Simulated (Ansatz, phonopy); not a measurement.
# Grüneisen parameters and expansion of Pt (Fm-3m), part 3 of 3

Aim: how the vibrations of Pt shift with volume, and the expansion that follows.

Ansatz 0.2.0; DFT LDA, scalar-relativistic, plane waves, PAW; PAW set soft_1.

So far. Step 9 (Phonons, V/V0 0.985): No mode is imaginary beyond numerical noise at the solved wavevectors. Step 10 (A cell at another volume, V/V0 1.03): The run ends at a pressure of -8.41 GPa.

## Step 11: Phonons, V/V0 1.03

The same q-mesh and k-mesh are kept at every volume, so that much of their error can cancel in the differences.

Contents of input.yaml:

```yaml
crystal:
  lattice:
    - [0.0, 1.9659647184, 1.9659647184]
    - [1.9659647184, 0.0, 1.9659647184]
    - [1.9659647184, 1.9659647184, 0.0]
  atoms:
    - { symbol: Pt, position: [0.0, 0.0, 0.0] }
kpoints:
  mp_grid: { grid: [20, 20, 20] }
hamiltonian:
  xc: lda
  pseudopotentials: { kind: paw, azcp: { folder: soft_1 }, xc_functional: pbe }
scf:
  occupations: { method: methfessel_paxton, width: 0.2 }
  lower_state_search: "off"
output:
  eigenvalues: true
phonons:
  method: dfpt
  qmesh: [4, 4, 4]
  temperatures: { t_max: 1000, t_step: 50 }
  qpath:
    path:
      - [[0.0, 0.0, 0.0], [0.5, 0.0, 0.5], [0.625, 0.25, 0.625]]
      - [[0.375, 0.375, 0.75], [0.0, 0.0, 0.0], [0.5, 0.5, 0.5], [0.5, 0.25, 0.75], [0.5, 0.0, 0.5]]
    npoints: 10
```

Run with:

```
$ ansatz run input.yaml --threads 8 --pin off --max-ram 16384MiB --backend cpu --events-out ev --progress --plain --runs-dir out
```

Numbers of over 12 decimals in the logs are rounded to 6 here.

What it wrote:

```text
[...]
Crystal: 1 atoms, lattice volume = 15.197 Å³
Basis set: ecut = 420 eV, 307 PW (Γ), exchange–correlation on 40×40×40 points (8 copies of the dense FFT grid, shifted against one another)
Bands: 13, of which v1, the nominal top of the filled ones, is band 9 counted from 1 (8 counted from 0)
Symmetry: 48 space group operations
k-points: 256 of 8000
[...]
k-point 255: bands = [... 5 lower, 18.2696, 18.2696, 20.8130, 23.2864, 29.7419, 31.0053, 31.0053, 34.7967]
[...]
ASR residual: 4.350e-6 → 0.000e0 eV/Å²; symmetrization residual: 1.486e-11 eV/Å²
  ASR residual per site (eV/Å²): 4.35e-6
  Γ frequencies (cm⁻¹): 0.00 0.00 0.00
--- Phonons (arbitrary-q DFPT): 8 irreducible q on the 4×4×4 mesh ---
[...]
interpolated dispersion: 62 rows × 3 modes
[...]
[key lines of the parts left out:]
SCF converged after 7 iterations
Free energy (F): -12246.265539 eV
Fermi energy:    22.801655 eV
```

Elapsed: 78 s, on 8 threads of Arm Neoverse V2, shared host; peak memory 3.7 GiB; 9 min of CPU time.

No mode is imaginary beyond numerical noise at the solved wavevectors.

## Step 12: A cell at another volume, V/V0 0.97

Symmetry fixes every atom, so a single point at the scaled cell gives the energy and pressure of this member.

input.yaml, the sections that differ from step 11:

```yaml
crystal:
  lattice:
    - [0.0, 1.9270244403, 1.9270244403]
    - [1.9270244403, 0.0, 1.9270244403]
    - [1.9270244403, 1.9270244403, 0.0]
  atoms:
    - { symbol: Pt, position: [0.0, 0.0, 0.0] }
output:
  forces: true
  stress: true
  eigenvalues: true
# kpoints, hamiltonian, scf: as in step 11
# phonons: removed
```

What it wrote:

```text
[...]
Crystal: 1 atoms, lattice volume = 14.312 Å³
Basis set: ecut = 420 eV, 283 PW (Γ)
Bands: 13, of which v1, the nominal top of the filled ones, is band 9 counted from 1 (8 counted from 0)
Symmetry: 48 space group operations
[...]
k-points: 256 of 8000
[...]
--- Band table (eV; the first three rows and the last of 256) ---
  k-point 0: bands = [... 5 lower, 20.5473, 20.5473, 20.5473, 22.9348, 22.9348, 39.2027, 44.3749, 44.3749]
  k-point 1: bands = [... 5 lower, 20.4971, 20.5915, 20.5915, 22.9086, 22.9086, 39.3744, 43.8241, 44.5420]
  k-point 2: bands = [... 5 lower, 20.3641, 20.7108, 20.7108, 22.8476, 22.8476, 39.8543, 42.6217, 45.0318]
  k-point 255: bands = [... 5 lower, 19.7250, 19.7250, 22.4937, 25.2624, 32.0879, 33.2324, 33.2324, 37.2414]
[key lines of the parts left out:]
SCF converged after 6 iterations
Free energy (F): -12246.263922 eV
Fermi energy:    24.714772 eV
P = ⅓ Tr σ = 10.1636 GPa (101.636 kbar)
```

Wall time 0.58 s (8 threads); peak memory 0.31 GiB; 2.7 s of CPU time.

The run ends at a pressure of 10.16 GPa.

## Step 13: Lattice dynamics at this volume, V/V0 0.97

Phonons at this volume give one point of F(V, T); meshes stay fixed along the series.

input.yaml, the sections that differ from step 12:

```yaml
output:
  eigenvalues: true
phonons:
  method: dfpt
  qmesh: [4, 4, 4]
  temperatures: { t_max: 1000, t_step: 50 }
  qpath:
    path:
      - [[0.0, 0.0, 0.0], [0.5, 0.0, 0.5], [0.625, 0.25, 0.625]]
      - [[0.375, 0.375, 0.75], [0.0, 0.0, 0.0], [0.5, 0.5, 0.5], [0.5, 0.25, 0.75], [0.5, 0.0, 0.5]]
    npoints: 10
# crystal, kpoints, hamiltonian, scf: as in step 12
```

What it wrote:

```text
[...]
Crystal: 1 atoms, lattice volume = 14.312 Å³
Basis set: ecut = 420 eV, 283 PW (Γ), exchange–correlation on 40×40×40 points (8 copies of the dense FFT grid, shifted against one another)
Bands: 13, of which v1, the nominal top of the filled ones, is band 9 counted from 1 (8 counted from 0)
Symmetry: 48 space group operations
k-points: 256 of 8000
[...]
k-point 255: bands = [... 5 lower, 19.7249, 19.7249, 22.4937, 25.2624, 32.0878, 33.2323, 33.2323, 37.2413]
[...]
ASR residual: 3.730e-5 → 0.000e0 eV/Å²; symmetrization residual: 3.790e-12 eV/Å²
  ASR residual per site (eV/Å²): 3.73e-5
  Γ frequencies (cm⁻¹): 0.00 0.00 0.00
--- Phonons (arbitrary-q DFPT): 8 irreducible q on the 4×4×4 mesh ---
[...]
interpolated dispersion: 62 rows × 3 modes
[...]
[key lines of the parts left out:]
SCF converged after 8 iterations
Free energy (F): -12246.263922 eV
Fermi energy:    24.714705 eV
```

Wall time 76 s (8 threads); peak memory 3.6 GiB.

No mode is imaginary beyond numerical noise at the solved wavevectors.

## Step 14: A cell at another volume, V/V0 1.05

Symmetry fixes every atom, so a single point at the scaled cell gives the energy and pressure of this member.

The cell differs from the one that the last finished run ended in (a 2.725 → 2.798 Å, b 2.725 → 2.798 Å, c 2.725 → 2.798 Å).

input.yaml, the sections that differ from step 13:

```yaml
crystal:
  lattice:
    - [0.0, 1.9786079258, 1.9786079258]
    - [1.9786079258, 0.0, 1.9786079258]
    - [1.9786079258, 1.9786079258, 0.0]
  atoms:
    - { symbol: Pt, position: [0.0, 0.0, 0.0] }
output:
  forces: true
  stress: true
  eigenvalues: true
# kpoints, hamiltonian, scf: as in step 13
# phonons: removed
```

What it wrote:

```text
[...]
Crystal: 1 atoms, lattice volume = 15.492 Å³
Basis set: ecut = 420 eV, 307 PW (Γ)
Bands: 13, of which v1, the nominal top of the filled ones, is band 9 counted from 1 (8 counted from 0)
Symmetry: 48 space group operations
[...]
k-points: 256 of 8000
[...]
--- Band table (eV; the first three rows and the last of 256) ---
  k-point 0: bands = [... 5 lower, 18.5511, 18.5511, 18.5511, 20.6512, 20.6512, 36.9291, 41.6585, 41.6585]
  k-point 1: bands = [... 5 lower, 18.5078, 18.5905, 18.5905, 20.6293, 20.6293, 37.0790, 41.1137, 41.8049]
  k-point 2: bands = [... 5 lower, 18.3929, 18.6968, 18.6968, 20.5786, 20.5786, 37.4945, 39.9160, 42.2329]
  k-point 255: bands = [... 5 lower, 17.8206, 17.8206, 20.2941, 22.6793, 29.0191, 30.3207, 30.3207, 34.0448]
[key lines of the parts left out:]
SCF converged after 6 iterations
Free energy (F): -12246.245568 eV
Fermi energy:    22.213288 eV
P = ⅓ Tr σ = -13.1776 GPa (-131.776 kbar)
```

Elapsed: 0.56 s, on 8 threads; peak memory 0.32 GiB; 2.8 s of CPU time.

The run ends at a pressure of -13.18 GPa.

## Step 15: Lattice dynamics at this volume, V/V0 1.05

The same q-mesh and k-mesh are kept at every volume, so that much of their error can cancel in the differences.

input.yaml, the sections that differ from step 14:

```yaml
output:
  eigenvalues: true
phonons:
  method: dfpt
  qmesh: [4, 4, 4]
  temperatures: { t_max: 1000, t_step: 50 }
  qpath:
    path:
      - [[0.0, 0.0, 0.0], [0.5, 0.0, 0.5], [0.625, 0.25, 0.625]]
      - [[0.375, 0.375, 0.75], [0.0, 0.0, 0.0], [0.5, 0.5, 0.5], [0.5, 0.25, 0.75], [0.5, 0.0, 0.5]]
    npoints: 10
# crystal, kpoints, hamiltonian, scf: as in step 14
```

What it wrote:

```text
[...]
Crystal: 1 atoms, lattice volume = 15.492 Å³
Basis set: ecut = 420 eV, 307 PW (Γ), exchange–correlation on 40×40×40 points (8 copies of the dense FFT grid, shifted against one another)
Bands: 13, of which v1, the nominal top of the filled ones, is band 9 counted from 1 (8 counted from 0)
Symmetry: 48 space group operations
k-points: 256 of 8000
[...]
k-point 255: bands = [... 5 lower, 17.8206, 17.8206, 20.2940, 22.6793, 29.0191, 30.3207, 30.3207, 34.0448]
[...]
ASR residual: 4.841e-5 → 0.000e0 eV/Å²; symmetrization residual: 1.971e-12 eV/Å²
  ASR residual per site (eV/Å²): 4.84e-5
  Γ frequencies (cm⁻¹): 0.00 0.00 0.00
--- Phonons (arbitrary-q DFPT): 8 irreducible q on the 4×4×4 mesh ---
[...]
interpolated dispersion: 62 rows × 3 modes
[...]
[key lines of the parts left out:]
SCF converged after 7 iterations
Free energy (F): -12246.245568 eV
Fermi energy:    22.213234 eV
```

Elapsed: 78 s, on 8 threads; peak memory 3.8 GiB.

No mode is imaginary beyond numerical noise at the solved wavevectors.

## Step 16: Mode Grüneisen parameters

This step: DFT LDA, scalar-relativistic, plane waves, PAW; PAW set soft_1 (phonopy 4.10.0).

Numbers from this step:

```
share of modes with a negative Grüneisen parameter : 0
```

Mean Grüneisen, by row:

```csv
T (K),heat-capacity-weighted mean,root mean square
50,2.823,2.839
100,2.785,2.798
200,2.775,2.787
300,2.774,2.784
500,2.773,2.783
800,2.772,2.783
```

Table of mean mode Grueneisen parameter by wavenumber:

```csv
wavenumber (cm⁻¹),mean mode Grueneisen parameter
3.4,-
10.2,3.59
16.9,3.83
23.7,3.52
30.5,3.4
37.3,3.38
44.1,3.23
50.8,3.11
57.6,2.98
64.4,2.97
71.2,2.87
78.0,2.84
84.7,2.74
91.5,2.66
98.3,2.62
105.1,2.68
111.9,2.81
118.6,2.82
125.4,2.77
132.2,2.76
139.0,2.83
145.8,2.81
152.5,2.77
159.3,2.69
166.1,2.7
172.9,2.7
179.7,2.69
186.4,2.68
193.2,2.68
200.0,2.67
```

Volume series, by row:

```csv
V/V0,V (Å³/atom),pressure (GPa),E - E0 (meV/atom),gap (eV),zero-point energy (meV/atom),lowest on the path (cm⁻¹),highest at Gamma without the LO-TO term (cm⁻¹)
0.97,14.31,10.16,13.52,0,25.24,0,-
0.985,14.53,4.842,3.248,0,24.25,0,-
1,14.75,0,0,0,23.29,0,-
1.015,14.98,-4.403,3.12,0,22.34,0,-
1.03,15.2,-8.406,12.05,0,21.41,0,-
1.05,15.49,-13.18,32.07,0,20.2,0,-
```

Grüneisen at points, by row:

```csv
point,branch,frequency (cm⁻¹),mode Grüneisen parameter
X,1,132.3,2.55
X,3,198.7,2.64
U,1,119.1,2.56
U,2,148.8,2.93
U,3,175.9,2.77
K,1,119.1,2.56
K,2,148.8,2.93
K,3,175.9,2.77
L,1,98.4,2.13
L,3,203.9,2.66
W,1,117.7,3.2
W,2,161.4,2.79
```

## Step 17: Quasi-harmonic fit by phonopy

Numbers from this step:

| Property | Result |
| --- | --- |
| volume expansion coefficient at 300 K | 26.13 1e-6/K |
| isothermal bulk modulus at 300 K | 291.7 GPa |
| C_P at 300 K | 24.72 J/mol-atom/K |
| Grüneisen parameter at 300 K | 2.826 |

Table of energy (each curve on its own zero) by volume; values in meV/atom:

```csv
volume (Å³/atom),static,F at 0 K,F at 300 K,F at 1300 K
14.312,13.5,16.0,22.0,49.3
14.533,3.25,4.71,8.51,25.4
14.754,0,0.5,1.96,8.31
14.976,3.12,2.67,1.72,-2.7
15.197,12.1,10.7,7.23,-8.24
15.492,32.1,29.5,22.6,-8.07
```

Phonopy-qha, vinet fit of F(V) at each temperature; no electronic free energy. Qha vinet, by row:

```csv
T (K),fitted volume (Å³/atom),alpha_V (1e-6/K),B_T (GPa),C_P (J/mol-atom/K),Grueneisen
100,14.8,19.57,302.4,19.11,2.773
150,14.82,23,299.8,22.25,2.797
200,14.83,24.56,297.1,23.58,2.808
250,14.85,25.48,294.4,24.28,2.817
300,14.87,26.13,291.7,24.72,2.826
350,14.89,26.66,288.9,25.03,2.835
400,14.91,27.13,286.1,25.28,2.844
450,14.93,27.56,283.3,25.48,2.854
500,14.95,27.98,280.4,25.66,2.864
550,14.97,28.39,277.5,25.83,2.874
600,15,28.8,274.6,25.99,2.885
650,15.02,29.21,271.6,26.15,2.896
700,15.04,29.64,268.6,26.31,2.907
750,15.06,30.07,265.6,26.46,2.918
800,15.09,30.52,262.5,26.62,2.93
850,15.11,30.97,259.4,26.78,2.941
900,15.13,31.45,256.3,26.94,2.954
950,15.16,31.93,253.1,27.11,2.966
1000,15.18,32.44,249.9,27.29,2.979
1050,15.21,32.97,246.7,27.46,2.992
1100,15.23,33.51,243.4,27.65,3.005
1150,15.26,34.08,240.1,27.84,3.019
1200,15.28,34.66,236.8,28.04,3.033
1250,15.31,35.28,233.4,28.25,3.048
```

The volume expansion coefficient, phonopy-qha, Vinet by temperature:

```csv
temperature (K),"volume expansion coefficient, phonopy-qha, Vinet (1e-6/K)"
75,16.1
100,19.6
150,23
175,23.9
200,24.6
225,25.1
275,25.8
300,26.1
325,26.4
375,26.9
400,27.1
425,27.4
475,27.8
500,28.0
525,28.2
550,28.4
600,28.8
625,29.0
650,29.2
700,29.6
725,29.9
750,30.1
800,30.5
825,30.7
850,31.0
875,31.2
925,31.7
950,31.9
975,32.2
1025,32.7
1050,33.0
1075,33.2
1125,33.8
1150,34.1
1175,34.4
1200,34.7
1250,35.3
1275,35.6
```

The fit gives a volume expansion of 26.1 × 10⁻⁶/K at 300 K.

## Step 18: What came out

| Item | Value |
| --- | --- |
| volume expansion coefficient at 300 K | 26.13 1e-6/K |
| isothermal bulk modulus at 300 K | 291.7 GPa |
| C_P at 300 K | 24.72 J/mol-atom/K |
| Grüneisen parameter at 300 K | 2.826 |
| mean mode Grüneisen parameter at 300 K | 2.77 |

**Reading.** Near room temperature Pt expands by 26.1 × 10⁻⁶/K in volume by LDA, with C_P = 24.7 J/(mol K) per mole of atoms and B_T = 292 GPa. C_P at room temperature is 99 % of the classical 3R an atom. The fit leaves out the electrons' free energy, which adds to C_P and to the expansion of a metal at high temperature. The heat-capacity-weighted Grüneisen parameter goes from 2.82 at 50 K to 2.77 at 800 K. Weighting γ by the density of states and each mode's heat capacity at 300 K, modes below 70 cm⁻¹ give about 11 % of the sum of γC that drives the expansion, those up to 140 cm⁻¹ 55 % and the rest 34 %. Among the labelled points γ is largest for branch 1 at W (118 cm⁻¹, 3.2) and smallest for branch 1 at L (98.4 cm⁻¹, 2.1). The PAW files were made for PBE and are used here under another functional, for which the program regenerates the frozen cores.

[Logs are printed without paths, hosts, clocks, repeated set-up lines and the standing remarks that a program may print on its own settings, such as how far it seeks lower states.]

[Hosts, paths, dates, database ids (printed as entryN), source tags and the programs' standing remarks are cut or masked in the printed files.]

[A step with changed settings may run another functional than the one named; its input shows which.]

[Of the runs on displaced cells, only some may be shown.]
